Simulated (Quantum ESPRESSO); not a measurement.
# CsPbCl3 (Pm-3m): zone-centre phonons, part 3 of 3

Which modes does CsPbCl3 (Pm-3m) have at the zone centre?

Quantum ESPRESSO 7.5; DFT LDA, scalar-relativistic, plane waves, PseudoDojo norm-conserving pseudopotentials.

So far. Step 5 (Zone-centre response): The acoustic modes at Γ come out as far as 1.0 cm⁻¹ from zero, where they should vanish, a small numerical error; the Born charges miss their sum rule by 0.65 e, too much: mesh or cutoff is short for the field response. The lowest optical mode is imaginary, 37i cm⁻¹, an instability at this level and on this k mesh. Step 6 (Modes with the sum rule): The rule moves no optical mode by more than 0.1 cm⁻¹. The relaxed cell has a = 5.529 Å (conventional setting).

## Step 7: Sum rules set otherwise: a sum rule for molecules or wires on a crystal

This rule also removes rotations, which suits wires and not a crystal; it is tried to see the harm.

Contents of dynmat.in:

```
&INPUT
  fildyn = 'g.dyn'
  asr    = 'one-dim'
  fileig = 'dynmat.eig'
  lperm  = .true.
/
```

Started as:

```console
$ dynmat.x -in dynmat.in > dynmat.out
```

The program printed:

```text
[banner, memory and clock lines left out]
Program DYNMAT v.7.5

     Reading Dynamical Matrix from file g.dyn
     ...Force constants read
     ...epsilon and Z* read
asr rotation axis in 1D system=    3
     Acoustic Sum Rule: || Z*(ASR) - Z*(orig)|| =    1.073458E+00
     Acoustic Sum Rule: ||dyn(ASR) - dyn(orig)||=    1.063631E-02
     A direction for q was not specified:TO-LO splitting will be absent

     Polarizability (A^3 units)
     multiply by 0.399972 for Clausius-Mossotti correction
        60.532886    0.000000    0.000000
         0.000000   60.532886    0.000000
         0.000000    0.000000   60.532886

     IR activities are in (D/A)^2/amu units

# mode   [cm-1]    [THz]      IR
    1    -39.10   -1.1721    0.5488
    2    -37.36   -1.1199    0.4905
    3    -37.36   -1.1199    0.4905
    4    -33.79   -1.0130    0.0000
    5    -33.79   -1.0130    0.0000
    6     -0.00   -0.0000    0.0000
    7     -0.00   -0.0000    0.0000
    8      0.00    0.0000    0.0000
    9      0.00    0.0000    0.0000
   10     26.97    0.8086    0.1281
   11     35.22    1.0557    0.0679
   12     35.22    1.0557    0.0679
   13    160.20    4.8026   14.6729
   14    160.71    4.8178   16.3795
   15    160.71    4.8178   16.3795

Electronic dielectric permittivity tensor (relative, adimensional)
         5.500531    0.000000    0.000000
         0.000000    5.500531    0.000000
         0.000000    0.000000    5.500531

 ... with zone-center polar mode contributions
        14.565540   -0.371328   -0.000000
        -0.371328   14.565540    0.000000
        -0.000000    0.000000   14.194212

[end of the log left out, with the tail of the file of modes that dynmat.x writes under the same name]
```

Wall time 0.7 s (1 thread of Intel Xeon at 2.70GHz, shared host).

The run ended normally, but on settings that are not sound.

The fault: a sum rule for molecules or wires on a crystal; 1 optical mode is projected out to zero frequency, as if it were a rotation.

For a crystal the rule has to be 'simple' or 'crystal'.

Zone-centre frequencies as printed; negative means imaginary. Modes:

```csv
mode,frequency (cm⁻¹)
1,-39.1
2,-37.36
3,-37.36
4,-33.79
5,-33.79
6,0
7,0
8,0
9,0
10,26.97
11,35.22
12,35.22
13,160.2
14,160.7
15,160.7
```

## Step 8: Sum rules set otherwise (asr no)

Without the rule the raw error of the acoustic modes shows.

Contents of dynmat.in:

```
&INPUT
  fildyn = 'g.dyn'
  asr    = 'no'
  fileig = 'dynmat.eig'
  lperm  = .true.
/
```

Started as:

```console
$ dynmat.x -in dynmat.in > dynmat.out
```

The program printed:

```text
[banner, memory and clock lines left out]
Program DYNMAT v.7.5

     Reading Dynamical Matrix from file g.dyn
     ...Force constants read
     ...epsilon and Z* read
     A direction for q was not specified:TO-LO splitting will be absent

     Polarizability (A^3 units)
     multiply by 0.399972 for Clausius-Mossotti correction
        60.532886    0.000000    0.000000
         0.000000   60.532886    0.000000
         0.000000    0.000000   60.532886

     IR activities are in (D/A)^2/amu units

# mode   [cm-1]    [THz]      IR
    1    -37.37   -1.1203    0.6236
    2    -37.37   -1.1203    0.6236
    3    -37.37   -1.1203    0.6236
    4    -33.79   -1.0130    0.0000
    5    -33.79   -1.0130    0.0000
    6    -33.79   -1.0130    0.0000
    7      1.01    0.0302    0.0219
    8      1.01    0.0302    0.0219
    9      1.01    0.0302    0.0219
   10     35.22    1.0559    0.0483
   11     35.22    1.0559    0.0483
   12     35.22    1.0559    0.0483
   13    160.71    4.8179   17.0365
   14    160.71    4.8179   17.0365
   15    160.71    4.8179   17.0365

Electronic dielectric permittivity tensor (relative, adimensional)
         5.500531    0.000000    0.000000
         0.000000    5.500531    0.000000
         0.000000    0.000000    5.500531

 ... with zone-center polar mode contributions
        14.316160   -0.000000    0.000000
        -0.000000   14.316160   -0.000000
         0.000000   -0.000000   14.316160

[end of the log left out, with the tail of the file of modes that dynmat.x writes under the same name]
```

It took 0.75 s on 1 thread.

Read from the output:

| Item | Value |
| --- | --- |
| lowest optical zone-centre mode | -37.37 cm⁻¹ |

Zone-centre frequencies as printed; negative means imaginary. Modes:

```csv
mode,frequency (cm⁻¹)
1,-37.37
2,-37.37
3,-37.37
4,-33.79
5,-33.79
6,-33.79
7,1.01
8,1.01
9,1.01
10,35.22
11,35.22
12,35.22
13,160.7
14,160.7
15,160.7
```

Against the first rule no mode moves by more than 1.1 cm⁻¹.

## Step 9: Modes along a direction of q (1 0 0)

A longitudinal polar mode sets up a macroscopic field that stiffens it; the term hangs on the direction from which q goes to zero.

Contents of dynmat.in:

```
&INPUT
  fildyn = 'g.dyn'
  asr    = 'simple'
  fileig = 'dynmat.eig'
  q(1)   = 1.0
  q(2)   = 0.0
  q(3)   = 0.0
/
```

Started as:

```console
$ dynmat.x -in dynmat.in > dynmat.out
```

The program printed:

```text
[banner, memory and clock lines left out]
Program DYNMAT v.7.5

     Reading Dynamical Matrix from file g.dyn
     ...Force constants read
     ...epsilon and Z* read

     Polarizability (A^3 units)
     multiply by 0.399972 for Clausius-Mossotti correction
        60.532886    0.000000    0.000000
         0.000000   60.532886    0.000000
         0.000000    0.000000   60.532886

     IR activities are in (D/A)^2/amu units

# mode   [cm-1]    [THz]      IR
    1    -37.39   -1.1209    0.4907
    2    -37.39   -1.1209    0.4907
    3    -33.81   -1.0135    0.0000
    4    -33.81   -1.0135    0.0000
    5    -33.81   -1.0135    0.0000
    6    -30.71   -0.9207    0.0789
    7     -0.00   -0.0000    0.0000
    8     -0.00   -0.0000    0.0000
    9     -0.00   -0.0000    0.0000
   10     35.21    1.0554    0.0679
   11     35.21    1.0554    0.0679
   12     36.23    1.0863    0.0150
   13    160.70    4.8177   16.3794
   14    160.70    4.8177   16.3794
   15    253.29    7.5933   16.8440

[end of the log left out, with the tail of the file of modes that dynmat.x writes under the same name]
```

The job ended after 0.78 s (1 thread).

Read from the output:

| Quantity | Value |
| --- | --- |
| highest mode moved by the LO-TO term | 253.3 cm⁻¹ |

Zone-centre frequencies as printed; negative means imaginary. Modes:

```csv
mode,frequency (cm⁻¹)
1,-37.39
2,-37.39
3,-33.81
4,-33.81
5,-33.81
6,-30.71
7,0
8,0
9,0
10,35.21
11,35.21
12,36.23
13,160.7
14,160.7
15,253.3
```

The field moves 3 modes; the highest of them now lies at 253 cm⁻¹, where the highest that moved away lay at 161.

## Step 10: What came out

| Property | Result |
| --- | --- |
| space group after relaxation | Pm-3m |
| volume per atom | 33.8 Å³ |
| gap on the k-mesh | 1.55 eV |
| highest optical zone-centre mode (no LO-TO term) | 160.7 cm⁻¹ |
| lowest optical zone-centre mode | -37.4 cm⁻¹ |
| highest mode moved by the LO-TO term (probably not converged in the k mesh) | 253.3 cm⁻¹ |
| mean high-frequency dielectric constant (probably not converged in the k mesh) | 5.50 |
| largest Born charge in size (third of the trace) (probably not converged in the k mesh) | 3.96 e |
| imaginary optical modes at the zone centre (no q mesh in this session) | yes |

In words: At the LDA level the optical modes of CsPbCl3 (Pm-3m) at the zone centre (no LO-TO term) run from 37i to 161 cm⁻¹, so the structure is a saddle point, with 6 modes beyond 10i cm⁻¹ there. Along the directions run, the highest mode that the macroscopic field moves lies at 253 cm⁻¹. The Born charges miss their sum rule by 0.65 e, a sign that the k mesh or the cutoff is short for the field response. ε∞, the Born charges and what follows from them are probably not converged in the k mesh. Of the 12 optical modes, 9 are infrared active alone and 3 are silent. These are harmonic frequencies at zero temperature: anharmonic shifts and linewidths and thermal expansion are left out. Spin-orbit coupling is left out, which can matter for the heavy elements here.

[Host names and launcher messages were left out of these logs when they were recorded.]

[Logs are printed without paths, hosts, clocks, repeated set-up lines and the standing remarks that a program may print on its own settings, such as how far it seeks lower states.]

[Hosts, paths, dates, database ids (printed as entryN), source tags and the programs' standing remarks are cut or masked in the printed files.]
